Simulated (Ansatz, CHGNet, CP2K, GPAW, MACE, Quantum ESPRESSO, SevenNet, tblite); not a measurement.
## CP2K on the unslipped end of a generalised stacking fault on (111) (glide set) of a Ge-Si solid solution (72 atoms): settings against a plane-wave reference

Aim: run the unslipped end of a generalised stacking fault on (111) (glide set) of a Ge-Si solid solution (72 atoms) in CP2K and see how near its forces come to a plane-wave reference, and at what cost.

Calculated with CP2K 2026.2; the method is named at each step.

### 1. Starting point

The cell holds 72 atoms: 51 Ge and 21 Si. Cell: a = 6.849 Å, b = 11.862 Å, c = 19.571 Å, α = 90.0°, β = 90.0°, γ = 90.0°. Diamond-structure Ge (a = 5.5919 Å), cell with z along [111], 1 x 3 x 2 periods; the third cell vector is tilted by 0.000 of 1/2[11-2] and lengthened by 0.2 Å, so the stacking has no slip (glide set); displaced by a Gaussian of 0.01 Å; 21 of 72 Ge sites given to Si at random (lattice constant by Vegard's rule between Ge and Si) Then every atom was moved at random, 0.03 Å r.m.s. a Cartesian component. The structure's axis is c.

The yardstick, on the same geometry:

- method: Kohn-Sham DFT, PBE, PAW, plane waves (Ansatz 0.2.0); cutoff 420 eV, Γ point, fermi-dirac smearing of 0.05 eV; PAW set soft_2
- r.m.s. force component: 0.6135 eV/Å
- longest force: 1.953 eV/Å
- pressure: 1.89 GPa
- spacing of highest filled and lowest empty level: 0.2565 eV
- SCF cycles: 8
- time: 29 s on 4 threads of Arm Neoverse V1, shared host
- CPU time: 1.9 min

### 2. PBE, DZVP-UZH, 350/50 Ry, diagonalisation

Method: Kohn-Sham DFT, PBE, GTH-PBE pseudopotentials, Gaussian and plane waves, DZVP-MOLOPT (UZH set), diagonalisation.

Input file input.inp:

```
&GLOBAL
  PROJECT cell
  RUN_TYPE ENERGY_FORCE
  PRINT_LEVEL LOW
&END GLOBAL
&FORCE_EVAL
  METHOD QS
  STRESS_TENSOR ANALYTICAL
  &DFT
    BASIS_SET_FILE_NAME BASIS_MOLOPT_UZH
    POTENTIAL_FILE_NAME POTENTIAL_UZH
    &MGRID
      CUTOFF 350
      REL_CUTOFF 50
    &END MGRID
    &QS
      EPS_DEFAULT 1.0E-12
    &END QS
    &SCF
      SCF_GUESS ATOMIC
      EPS_SCF 1.0E-06
      MAX_SCF 200
      ADDED_MOS 32
      &DIAGONALIZATION
        ALGORITHM STANDARD
      &END DIAGONALIZATION
      &SMEAR ON
        METHOD FERMI_DIRAC
        ELECTRONIC_TEMPERATURE [K] 580
      &END SMEAR
      &MIXING
        METHOD BROYDEN_MIXING
        ALPHA 0.15
        NBROYDEN 8
      &END MIXING
      &PRINT
        &RESTART OFF
        &END RESTART
      &END PRINT
    &END SCF
    &XC
      &XC_FUNCTIONAL PBE
      &END XC_FUNCTIONAL
    &END XC
    &PRINT
      &MULLIKEN ON
      &END MULLIKEN
      &HIRSHFELD ON
        SHAPE_FUNCTION DENSITY
      &END HIRSHFELD
      &MO ON
        EIGENVALUES T
        OCCUPATION_NUMBERS T
        MO_INDEX_RANGE 133 156
        &EACH
          QS_SCF 0
        &END EACH
        ADD_LAST NUMERIC
      &END MO
    &END PRINT
  &END DFT
  &SUBSYS
    &CELL
      A 6.84865 0.00000 0.00000
      B 0.00000 11.86221 0.00000
      C 0.00000 0.00000 19.57091
    &END CELL
    &TOPOLOGY
      COORD_FILE_NAME structure.xyz
      COORD_FILE_FORMAT XYZ
    &END TOPOLOGY
    &KIND Ge
      BASIS_SET DZVP-MOLOPT-PBE-GTH-q4
      POTENTIAL GTH-PBE-q4
    &END KIND
    &KIND Si
      BASIS_SET DZVP-MOLOPT-PBE-GTH-q4
      POTENTIAL GTH-PBE-q4
    &END KIND
  &END SUBSYS
  &PRINT
    &FORCES ON
    &END FORCES
    &STRESS_TENSOR ON
    &END STRESS_TENSOR
  &END PRINT
&END FORCE_EVAL
```

Input file structure.xyz:

```xyz
72

Ge 3.42686 2.01681 0.43761
Ge 3.41446 2.00922 2.85637
Ge 5.73835 1.93745 3.63373
Si 5.68287 1.94517 5.98459
Si 6.83173 11.85972 0.35071
Ge 0.00493 0.01222 2.75695
Si 2.27978 11.79566 3.61299
Ge 2.27341 0.05670 6.01277
Ge 4.51182 0.04591 6.89659
Si 4.53340 0.00391 9.31399
Si 3.45316 5.94143 0.33956
Si 3.42919 5.93858 2.81547
Ge 5.68280 5.96551 3.66798
Ge 5.64657 5.96717 6.04976
Si 6.79016 3.97633 0.41901
Ge 6.83906 3.98309 2.84541
Ge 2.25711 3.91607 3.64410
Si 2.30354 3.93363 6.06542
Ge 4.64654 3.96933 6.89738
Si 4.53860 3.96210 9.24862
Ge 1.06599 1.95311 6.87800
Ge 1.11886 1.97399 9.28131
Si 3.40823 2.05631 10.10564
Si 3.42857 2.00222 12.48057
Ge 5.71760 1.95430 13.30646
Si 5.71643 1.94623 15.74421
Ge 0.02116 0.05077 10.09585
Ge 6.84577 0.00546 12.50894
Si 2.27909 11.86138 13.35754
Ge 2.32977 0.02728 15.73638
Ge 4.54367 0.06750 16.51981
Si 4.55401 0.01103 18.95560
Ge 3.40563 9.86509 0.41980
Si 3.45097 9.81479 2.84835
Ge 5.74472 9.87956 3.65389
Ge 5.70273 9.85453 6.06600
Ge 0.06493 7.93594 0.41236
Ge 0.01062 7.89335 2.80666
Ge 2.25499 7.86915 3.66544
Ge 2.30258 7.96203 6.04526
Ge 4.52552 7.86014 6.87017
Ge 4.58360 7.86002 9.33161
Ge 1.15907 5.99397 6.87624
Ge 1.09469 5.88401 9.26291
Ge 3.44220 5.92304 10.02833
Ge 3.40412 5.93099 12.45962
Ge 5.71390 5.94261 13.32544
Ge 5.70130 5.93846 15.73188
Si 6.83687 3.95581 10.09859
Si 0.01514 4.01678 12.52284
Ge 2.26683 3.96945 13.31742
Ge 2.21629 3.94478 15.72875
Ge 4.59743 3.92924 16.54720
Ge 4.59442 3.94181 18.92292
Ge 1.16811 1.98194 16.47694
Ge 1.11386 1.96403 19.04289
[... 12 atom lines left out ...]
Si 1.16989 5.95768 16.51687
Si 1.16187 5.92043 18.98652
Ge 1.12626 9.83875 16.57519
Si 1.10332 9.91693 18.96617
```

Command:

```
> OMP_NUM_THREADS=2 cp2k.psmp -i input.inp > output.txt
```

What it wrote:

```text
CP2K| version string:                                       CP2K version 2026.2
 CP2K| Input file name                                                 input.inp
 GLOBAL| Basis set file name                                    BASIS_MOLOPT_UZH
 GLOBAL| Potential file name                                       POTENTIAL_UZH
 GLOBAL| Run type                                                   ENERGY_FORCE
 GLOBAL| Total number of message passing processes                             1
 GLOBAL| Number of threads for this process                                    2
 TOTAL NUMBERS AND MAXIMUM NUMBERS
  Total number of            - Atomic kinds:                                   2
                             - Atoms:                                         72
                             - Shell sets:                                    72
                             - Shells:                                       360
                             - Primitive Cartesian functions:                288
                             - Cartesian basis functions:                   1008
                             - Spherical basis functions:                    936
  Maximum angular momentum of- Orbital basis functions:                        2
                             - Local part of the GTH pseudopotential:          0
                             - Non-local part of the GTH pseudopotential:      4
 SCF PARAMETERS         Density guess:                                    ATOMIC
                        max_scf:                                             200
                        eps_scf:                                        1.00E-06
                        added MOs                                        32    0
                        Mixing method:                            BROYDEN_MIXING
                                                charge density mixing in g-space
                        Smear method:                                FERMI_DIRAC
                        Electronic temperature [K]:                        580.0
                        Electronic temperature [a.u.]:                  1.84E-03
                        Accuracy threshold:                             1.00E-10
 Extrapolation method: initial_guess
 Number of electrons:                                                        288
 Number of occupied orbitals:                                                144
 Number of molecular orbitals:                                               176
 Number of orbital functions:                                                936
 Number of independent orbital functions:                                    936
 SCF WAVEFUNCTION OPTIMIZATION
  Step     Update method      Time    Convergence         Total energy    Change
     1 NoMix/Diag. 0.15E+00    4.0     0.62387437      -286.7529386577 -2.87E+02
     2 Broy./Diag. 0.15E+00    5.3     0.01869825      -282.3551350420  4.40E+00
     3 Broy./Diag. 0.15E+00    5.3     0.08791538      -281.6908913656  6.64E-01
     4 Broy./Diag. 0.15E+00    5.3     0.00768951      -282.7971065335 -1.11E+00
[...]
16 Broy./Diag. 0.15E+00    5.6     0.00000116      -282.6148963640 -1.18E-05
    17 Broy./Diag. 0.15E+00    6.1     0.00000028      -282.6148939750  2.39E-06
  *** SCF run converged in    17 steps ***
  Electronic density on regular grids:       -288.0000000000        0.0000000000
  Core density on regular grids:              287.9999999991       -0.0000000009
  Total charge density on r-space grids:       -0.0000000009
  Total charge density g-space grids:          -0.0000000009
  Overlap energy of the core charge distribution:               6.71936e-07
  Self energy of the core charge distribution:               -641.353328
  Core Hamiltonian energy:                                    146.310739
  Hartree energy:                                             297.592982
  Exchange-correlation energy:                                -85.162447
  Electronic entropic energy:                                  -0.00284003
  Fermi energy:                                                 0.184849
  Total energy:                                              -282.614894
  Total energy (extrapolated to T->0):                       -282.613474
 MO| EIGENVALUES AND OCCUPATION NUMBERS
 MO|
 MO|  Index      Eigenvalue [a.u.]        Eigenvalue [eV]             Occupation
 MO|    133               0.132535               3.606454               2.000000
 MO|    134               0.136619               3.717596               2.000000
 MO|    135               0.137892               3.752222               2.000000
[...]
MO|    155               0.223902               6.092694               0.000000
 MO|    156               0.224575               6.110987               0.000000
 MO| Sum:                                                             288.000000
 MO| E(Fermi):            0.184849 a.u.          5.029988 eV
 !-----------------------------------------------------------------------------!
                     Mulliken Population Analysis
 #  Atom  Element  Kind  Atomic population                           Net charge
       1     Ge       1          4.074329                             -0.074329
       2     Ge       1          4.038293                             -0.038293
       3     Ge       1          4.061365                             -0.061365
[...]
71     Ge       1          4.027571                             -0.027571
      72     Si       2          3.870453                              0.129547
 # Total charge                            288.000000                  0.000000
 !-----------------------------------------------------------------------------!
 !-----------------------------------------------------------------------------!
                           Hirshfeld Charges
  #Atom  Element  Kind  Ref Charge     Population                    Net charge
      1       Ge     1       4.000          4.006                        -0.006
      2       Ge     1       4.000          3.993                         0.007
      3       Ge     1       4.000          3.995                         0.005
[...]
71       Ge     1       4.000          3.986                         0.014
     72       Si     2       4.000          4.007                        -0.007
  Total Charge                                                           -0.000
 !-----------------------------------------------------------------------------!
 ENERGY| Total FORCE_EVAL ( QS ) energy [hartree]           -282.614877
 FORCES| Atomic forces [hartree/bohr]
 FORCES|   Atom     x               y               z               |f|
 FORCES|      1 -7.55107823E-04 -1.08144901E-02 -2.57005412E-02   2.78933899E-02
 FORCES|      2  7.61458997E-03 -2.64926922E-02 -2.73211167E-03   2.77003458E-02
 FORCES|      3 -1.23369753E-02  1.09377580E-02  1.33944163E-03   1.65417536E-02
[...]
FORCES|     71  6.68477662E-03  1.11051055E-02  8.41148870E-03   1.54519496E-02
 FORCES|     72  9.87005406E-03  3.35525836E-03  2.77982423E-02   2.96886847E-02
 FORCES| Sum    -1.96057204E-07 -4.25342810E-07  3.52399347E-07
 FORCES| Total atomic force                                       5.86123053E-07
 STRESS| Analytical stress tensor [bar]
 STRESS|                        x                   y                   z
 STRESS|      x       -3.56117882428E+04  -1.33663417825E+03  -7.86735295986E+03
 STRESS|      y       -1.33663417825E+03   8.84463473963E+04   5.38012004826E+02
 STRESS|      z       -7.86735295986E+03   5.38012004826E+02   1.52583825568E+04
 STRESS| 1/3 Trace                                             2.26976472368E+04
```

The job ended after 1.9 min (2 threads of Arm Neoverse V1, shared host; peak memory 1.9 GiB).

Banners and routine set-up lines are dropped from the logs; longer cuts are marked.

Compared with the plane-wave run:

```
r.m.s. force component                  : 0.6264 eV/Å
r.m.s. difference of force components   : 22.96 meV/Å
longest difference of force vectors     : 97.52 meV/Å
force difference over r.m.s. force      : 3.743 %
slope of forces against the reference's : 1.02
correlation of force components         : 0.9995
pressure                                : 2.27 GPa
pressure difference                     : 0.3801 GPa
```

Length of the force difference by element (eV/Å):

```
element  atoms   mean   most
     Ge     51  0.017  0.059
     Si     21  0.061  0.098
```

A closer look about Ge55, which bears the longest force: 14 atoms, nearest first, numbered in the order of the input, with positions taken from that point.

```
atom      x      y      z  distance (Å)  bonds  Hirshfeld charge (e)     Fx     Fy  Fz (eV/Å)
Ge55   0.00   0.00   0.00          0.00      4                  0.01  -1.39  -0.36       1.32
Ge52   1.05   1.96  -0.75          2.35      4                  0.01   1.11   0.88       0.00
Ge30   1.16  -1.95  -0.74          2.39      4                  0.01  -0.45  -0.75      -0.51
Si26  -2.30  -0.04  -0.73          2.41      4                  0.00   0.65   0.54      -0.53
Ge56  -0.05  -0.02   2.57          2.57      4                 -0.01   0.09   0.41       0.38
Si29   1.11  -1.98  -3.12          3.86      4                  0.00  -0.09   0.74      -0.57
Ge31   3.38  -1.91   0.04          3.88      4                  0.00   0.46  -0.53       1.03
Ge51   1.10   1.99  -3.16          3.89      4                 -0.01  -0.29  -0.47      -0.28
Ge25  -2.30  -0.03  -3.17          3.92      4                  0.00  -0.62   1.08       0.34
Ge53  -3.42   1.95   0.07          3.94      4                  0.01  -0.61  -0.24      -0.44
Ge53   3.43   1.95   0.07          3.94      4                  0.01  -0.61  -0.24      -0.44
Ge31  -3.47  -1.91   0.04          3.97      4                  0.00   0.46  -0.53       1.03
Si69   0.00   3.98   0.04          3.98      4                  0.00  -0.95  -0.51       1.24
Ge71  -0.04  -4.01   0.10          4.01      4                  0.01   0.34   0.57       0.43
```

Forces lie 3.7 % from the reference's, at 1.9 times its CPU time (on 2 against 4 cores).

The difference per atom is largest on Si (0.061 eV/Å on average, against 0.017 on Ge).

### 3. PBE, TZVP-MOLOPT (SR for Ge), 350/50 Ry, diagonalisation

Method: Kohn-Sham DFT, PBE, GTH-PBE pseudopotentials, Gaussian and plane waves, TZVP-MOLOPT-GTH, diagonalisation.

input.inp, as its differences from that of step 2:

```diff
@@ -9,4 +9,5 @@
   &DFT
-    BASIS_SET_FILE_NAME BASIS_MOLOPT_UZH
-    POTENTIAL_FILE_NAME POTENTIAL_UZH
+    BASIS_SET_FILE_NAME BASIS_MOLOPT
+    BASIS_SET_FILE_NAME BASIS_MOLOPT_UCL
+    POTENTIAL_FILE_NAME GTH_POTENTIALS
     &MGRID
@@ -72,3 +73,3 @@
     &KIND Ge
-      BASIS_SET DZVP-MOLOPT-PBE-GTH-q4
+      BASIS_SET TZVP-MOLOPT-SR-GTH-q4
       POTENTIAL GTH-PBE-q4
@@ -76,3 +77,3 @@
     &KIND Si
-      BASIS_SET DZVP-MOLOPT-PBE-GTH-q4
+      BASIS_SET TZVP-MOLOPT-GTH-q4
       POTENTIAL GTH-PBE-q4
```

structure.xyz is that of step 2.

Command:

```
> OMP_NUM_THREADS=1 mpirun -np 4 cp2k.psmp -i input.inp > output.txt
```

What it wrote:

```text
CP2K| version string:                                       CP2K version 2026.2
 CP2K| Input file name                                                 input.inp
 GLOBAL| Basis set file name                                        BASIS_MOLOPT
 GLOBAL| Potential file name                                      GTH_POTENTIALS
 GLOBAL| Run type                                                   ENERGY_FORCE
 GLOBAL| Total number of message passing processes                             4
 GLOBAL| Number of threads for this process                                    1
[... lines left out ...]
                        Smear method:                                FERMI_DIRAC
[... lines left out ...]
 Number of electrons:                                                        288
[... lines left out ...]
  Step     Update method      Time    Convergence         Total energy    Change
[... lines left out ...]
  *** SCF run converged in    17 steps ***
[... lines left out ...]
  Fermi energy:                                                 0.182786
  Total energy:                                              -282.737958
  Total energy (extrapolated to T->0):                       -282.736545
[... lines left out ...]
 MO| E(Fermi):            0.182786 a.u.          4.973862 eV
[... lines left out ...]
     72       Si     2       4.000          4.007                        -0.007
  Total Charge                                                           -0.000
 !-----------------------------------------------------------------------------!
 ENERGY| Total FORCE_EVAL ( QS ) energy [hartree]           -282.737942
 FORCES| Atomic forces [hartree/bohr]
 FORCES|   Atom     x               y               z               |f|
 FORCES|      1 -7.25648918E-04 -1.07694738E-02 -2.56411600E-02   2.78204461E-02
 FORCES|      2  7.46337757E-03 -2.65726328E-02 -2.40011060E-03   2.77050058E-02
 FORCES|      3 -1.24287473E-02  1.09484641E-02  1.53554614E-03   1.66343178E-02
[...]
FORCES|     71  6.52334215E-03  1.09693352E-02  8.47727491E-03   1.53213739E-02
 FORCES|     72  9.94371287E-03  3.29109337E-03  2.78079581E-02   2.97151687E-02
 FORCES| Sum     3.24759613E-07 -1.48071880E-06  5.32364072E-07
 FORCES| Total atomic force                                       1.60667622E-06
 STRESS| Analytical stress tensor [bar]
 STRESS|                        x                   y                   z
 STRESS|      x       -3.70262039117E+04  -1.32844940495E+03  -7.95164784593E+03
 STRESS|      y       -1.32844940495E+03   8.57530059910E+04   5.50888120023E+02
 STRESS|      z       -7.95164784593E+03   5.50888120023E+02   1.35456441395E+04
 STRESS| 1/3 Trace                                             2.07574820729E+04
```

The job ended after 53 s (4 MPI ranks; peak memory 3.5 GiB; 3.6 min of CPU time).

Compared with the plane-wave run:

```
r.m.s. force component                  : 0.6264 eV/Å
r.m.s. difference of force components   : 23.84 meV/Å
longest difference of force vectors     : 87.93 meV/Å
force difference over r.m.s. force      : 3.886 %
slope of forces against the reference's : 1.02
correlation of force components         : 0.9995
pressure                                : 2.076 GPa
pressure difference                     : 0.186 GPa
```

Against the first run (3.7 %), the force difference from the reference is 3.9 %, at 1.0 times the CPU time (on 4 against 2 cores), with 1224 basis functions against 936: size alone doesn't set the difference here.

(Continued in part 2 of 2.)

[Long decimals in the printed logs are rounded to 6 places.]

[Also dropped from logs without a mark: lines with file paths, logging warnings of Python, QE's lines on negative density and diagonalisation, SIESTA's first energy breakdown, zero terms and Voronoi charges.]

[Logs are printed without paths, hosts, clocks, repeated set-up lines and the standing remarks that a program may print on its own settings, such as how far it seeks lower states.]

[Hosts, paths, dates, database ids (printed as entryN), source tags and the programs' standing remarks are cut or masked in the printed files.]

[Most failed runs of this program on this cell are left out, timed-out ones always.]
